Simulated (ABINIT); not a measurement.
# SrTiO3 (Tausonite): G0W0 with ABINIT, start to end, part 2 of 2

Wanted: ground state, empty states, screening and self-energy for SrTiO3 (Tausonite).

ABINIT 10.8.3; PBE and many-body steps on it, plane waves. Known limits of the many-body steps: not at the basis limit; no spin-orbit coupling; coarse k mesh.

So far. Step 3 (Empty states on the mesh, 4×4×4 mesh, 124 bands): On this mesh the gap is 1.908 eV. Step 4 (Screening, 4×4×4 mesh, 116 bands, screening to 136.1 eV): Local fields lower ε∞ by 5 %. On a Γ-centred mesh this coarse the value itself is usually too large, while a short band sum pulls it down.

## 5. Self-energy, 4×4×4 mesh, 116 bands, screening to 136.1 eV

The self-energy is evaluated for the states that the input lists, and the levels follow from it, in one-shot runs by the linearised quasiparticle equation.

This step: G0W0 on PBE, plane waves, norm-conserving pseudopotentials.

File run.abi:

```
acell 3*1.0 Angstrom
rprim 
  3.905280000000 0.000000000000 0.000000000000
  0.000000000000 3.905280000000 0.000000000000
  0.000000000000 0.000000000000 3.905280000000
ntypat 3
znucl 38 22 8
natom 5
typat 1 2 3 3 3
xred 
  0.500000000000 0.500000000000 0.500000000000
  0.000000000000 0.000000000000 0.000000000000
  0.500000000000 0.000000000000 0.000000000000
  0.000000000000 0.500000000000 0.000000000000
  0.000000000000 0.000000000000 0.500000000000
pp_dirpath "pseudos"
pseudos "Sr.upf, Ti.upf, O.upf"
ecut 38
ngkpt 4 4 4
nshiftk 1
shiftk 0 0 0
kptopt 1
chksymbreak 0
istwfk *1
occopt 1
irdwfk 1
optdriver 4
nband 116
gwcalctyp 0
ecutsigx 38
symsigma 1
nkptgw 2
kptgw 
  0.5000000000 0.5000000000 0.5000000000
  0.0000000000 0.0000000000 0.0000000000
bdgw 
  18 23
  18 23
ecuteps 5
irdscr 1
ppmodel 1
indata_prefix "in"
outdata_prefix "out"
tmpdata_prefix "tmp"
```

The run is started by

```bash
$ OMP_NUM_THREADS=1 mpirun -n 8 abinit run.abi > log
```

Numbers of over 12 decimals in the logs are rounded to 6 here.

Output:

```text
.Version 10.8.3 of ABINIT. v10.8.2 released Aug 2026.

 Symmetries : space group Pm -3 m (#221); Bravais cP (primitive cubic)
[... echo of the input left out ...]
== DATASET  1 ==================================================================
-   mpi_nproc: 8, omp_nthreads: 1 (-1 if OMP is not activated)

--- !DatasetInfo
iteration_state: {dtset: 1, }
dimensions: {natom: 5, nkpt: 10, mband: 116, nsppol: 1, nspinor: 1, nspden: 1, mpw: 4632, }
cutoff_energies: {ecut:  38.0, pawecutdg:  -1.0, }
electrons: {nelect:   4.00000000E+01, charge:   0.00000000E+00, occopt:   1.00000000E+00, tsmear:   1.00000000E-02, }

 SIGMA: Calculation of the GW corrections

 Based on a program developped by R.W. Godby, V. Olevano, G. Onida, and L. Reining.
 Incorporated in ABINIT by V. Olevano, G.-M. Rignanese, and M. Torrent.
.Using double precision arithmetic ; gwpc =  8

[... cell and pseudopotentials left out ...]
--------------------------------------------------------------------------------

 ==== K-mesh for the wavefunctions ====
 Number of points in the irreducible wedge :    10
[... list of points left out ...]
 Together with 48 symmetry operations and time-reversal symmetry
 yields    64 points in the full Brillouin Zone.

 ==== Q-mesh for screening function ====
 Number of points in the irreducible wedge :    10
[... list of points left out ...]
 Together with 48 symmetry operations and time-reversal symmetry
 yields    64 points in the full Brillouin Zone.

 vcoul_init : cutoff-mode = AUXILIARY_FUNCTION
 q-points for optical limit:   1
     1)      0.000010    0.000020    0.000030
 setmesh: FFT mesh size selected  =    45x   45x   45
          total number of points  =        91125

 Number of electrons calculated from density =   40.0000; Expected =   40.0000
 average of density, n =  0.099519
 r_s =    1.3387
 omega_plasma =   30.4305 [eV]

 === KS Band Gaps ===
  >>>> For spin  1
   Minimum direct gap =   2.2628 [eV], located at k-point      :   0.0000  0.0000  0.0000
   Fundamental gap    =   1.9077 [eV], Top of valence bands at :   0.5000  0.5000  0.5000
                                       Bottom of conduction at :   0.0000  0.0000  0.0000
 SIGMA fundamental parameters:
 PLASMON POLE MODEL  1
 number of plane-waves for SigmaX                 4457
 number of plane-waves for SigmaC and W            203
 number of plane-waves for wavefunctions          4457
 number of bands                                   116
 number of independent spin polarizations            1
 number of spinorial components                      1
 number of k-points in IBZ                          10
 number of q-points in IBZ                          10
 number of symmetry operations                      48
 number of k-points in BZ                           64
 number of q-points in BZ                           64
 number of frequencies for dSigma/dE                 9
 frequency step for dSigma/dE [eV]                0.25
 number of omega for Sigma on real axis              0
 max omega for Sigma on real axis  [eV]           0.00
 zcut for avoiding poles [eV]                     0.10

 EPSILON^-1 parameters (SCR file):
 dimension of the eps^-1 matrix on file            203
 dimension of the eps^-1 matrix used               203
 number of plane-waves for wavefunctions          4457
 number of bands                                   116
 number of q-points in IBZ                          10
 number of frequencies                               2
 number of real frequencies                          1
 number of imag frequencies                          1

 matrix elements of self-energy operator (all in [eV])

 Perturbative Calculation

--- !SelfEnergy_ee
iteration_state: {dtset: 1, }
kpoint     : [   0.500,    0.500,    0.500, ]
spin       : 1
KS_gap     :    4.517
QP_gap     :    6.459
Delta_QP_KS:    1.943
data: !SigmaeeData |
     Band     E0 <VxcDFT>   SigX SigC(E0)      Z dSigC/dE  Sig(E)    E-E0       E
       18   6.925 -20.195 -25.189   5.000   0.769  -0.300 -20.190   0.005   6.930
       19   6.925 -20.195 -25.189   5.000   0.769  -0.300 -20.190   0.005   6.930
       20   6.925 -20.195 -25.189   5.000   0.769  -0.300 -20.190   0.005   6.930
       21  11.442 -21.983 -12.959  -6.416   0.747  -0.339 -20.036   1.947  13.389
       22  11.442 -21.983 -12.959  -6.416   0.747  -0.339 -20.036   1.947  13.389
       23  11.442 -21.983 -12.959  -6.416   0.747  -0.339 -20.036   1.947  13.389

--- !SelfEnergy_ee
iteration_state: {dtset: 1, }
kpoint     : [   0.000,    0.000,    0.000, ]
spin       : 1
KS_gap     :    2.263
QP_gap     :    3.861
Delta_QP_KS:    1.598
data: !SigmaeeData |
     Band     E0 <VxcDFT>   SigX SigC(E0)      Z dSigC/dE  Sig(E)    E-E0       E
       18   6.570 -20.542 -25.366   4.815   0.774  -0.292 -20.549  -0.006   6.564
       19   6.570 -20.542 -25.366   4.815   0.774  -0.292 -20.549  -0.006   6.564
       20   6.570 -20.542 -25.366   4.815   0.774  -0.292 -20.549  -0.006   6.564
       21   8.833 -18.883 -11.450  -5.401   0.783  -0.276 -17.291   1.592  10.425
       22   8.833 -18.883 -11.450  -5.401   0.783  -0.276 -17.291   1.592  10.425
       23   8.833 -18.883 -11.450  -5.401   0.783  -0.276 -17.291   1.592  10.425

== END DATASET(S) ==============================================================
================================================================================

 -outvars: echo values of variables after computation  --------
           etotal      0.0000000000E+00
            nband         116
             nkpt          10
          spgroup         221
 [... the other variables as echoed above ...]

 Calculation completed.
```

It took 6.4 s on 8 MPI ranks of Arm Neoverse V2, shared host; peak memory 1.8 GiB.

This step gave:

```yaml
g0w0_gap_on_the_points_computed: 3.495 eV
starting_gap_on_the_mesh: 1.908 eV
k_of_the_valence_top: 0.5, 0.5, 0.5
k_of_the_conduction_bottom: 0, 0, 0
z_at_the_valence_top: 0.769
z_at_the_conduction_bottom: 0.783
least_direct_g0w0_gap_on_the_computed_points: 3.861 eV
```

The gap on the mesh goes from 1.91 eV to 3.50 eV, a correction of +1.59 eV.

Limits: finite bands, cutoff and mesh; no spin-orbit coupling; coarse k mesh. v1 is the top filled band, c1 the lowest empty one. The levels before and after the correction (eV, zero at the valence-band top of each column):

```csv
,conduction bottom,valence top
Kohn-Sham,1.91,0.00
G0W0,3.50,0.00
```

```csv
,level,energy (eV)
Kohn-Sham,(0.5 0.5 0.5) v3-v1,0.000
Kohn-Sham,(0.5 0.5 0.5) c1-c3,4.517
Kohn-Sham,Γ v3-v1,-0.355
Kohn-Sham,Γ c1-c3,1.908
G0W0,(0.5 0.5 0.5) v3-v1,0.000
G0W0,(0.5 0.5 0.5) c1-c3,6.459
G0W0,Γ v3-v1,-0.366
G0W0,Γ c1-c3,3.495
```

## 6. Where the time went

Times are wall times on 8 MPI ranks of Arm Neoverse V2, shared host, good to a factor of about two.

| step | time | share | memory (GiB) |
| --- | --- | --- | --- |
| ground state | 20 s | 12 % | 0.63 |
| empty states on the mesh | 1.8 min | 67 % | 9.1 |
| screening | 27 s | 17 % | 1.8 |
| self-energy | 6.4 s | 4 % | 1.8 |

## 7. What came out

```
PBE gap              : 1.91 eV, indirect
G0W0 gap on the mesh : 3.50 eV
GW settings          : 4×4×4 mesh, 116 bands, screening to 136.1 eV, Godby-Needs plasmon pole
known limits         : not at the basis limit; no spin-orbit coupling; coarse k mesh
```

G0W0 moves the gap on the mesh from 1.91 eV to 3.50 eV (+1.59 eV), with Z of 0.77 and 0.78 at the edges. Local fields lower the RPA ε∞ on this mesh from 6.77 to 6.41; a Γ-centred mesh this coarse tends to raise both, most where the direct gap is narrow, while a short band sum lowers them. Only 2 of the mesh's irreducible points were corrected, so a valley elsewhere could overtake. The dearest step here is «empty states on the mesh». Against experiment, by G0W0@PBE: the direct gap of 3.86 eV lies +0.09 eV from the measured 3.77 eV (direct, 300 K, 2013). An exciton line or allowed optical edge lies below the quasiparticle gap by the binding energy; a forbidden edge can push the onset above it. The calculation has static nuclei and no excitons; a measured gap holds zero-point and thermal motion, which mostly lowers it. Bands and cutoff are finite, so the gap is not at the basis limit. The miss can reach some tenths of an eV and take either sign; the mesh is an error of its own. In the G0W0 run levels were corrected at 2 k points alone, so a gap called «on the mesh» is the least over those, and an edge elsewhere would be missed. The 4×4×4 mesh is coarse for this cell, which bears on the long-range parts of exchange and screening. This is the ideal cubic cell; many perovskites, halides above all, are cubic only on average, and local tilts or off-centring can widen the gap. The many-body steps are scalar-relativistic: spin-orbit coupling is not in them.

[Paths, hosts, dates, memory and timing lines, banners, echoed tables and standing remarks are left out of the program output.]

[Logs are printed without paths, hosts, clocks, repeated set-up lines and the standing remarks that a program may print on its own settings, such as how far it seeks lower states.]

[Runs of the session that timed out or met a known fault of the program may be left out.]

[Hosts, paths, dates, database ids (printed as entryN), source tags and the programs' standing remarks are cut or masked in the printed files.]

[G0W0 gaps are taken among the corrected bands and points alone; a level outside them can change the order at an edge.]

[Where Ansatz stands beside ABINIT at settings called matched, ABINIT's density can come from a denser mesh and the files from another edition; pairs whose starting gaps differed by over 0.03 eV were left out, so agreement reads better than it is.]
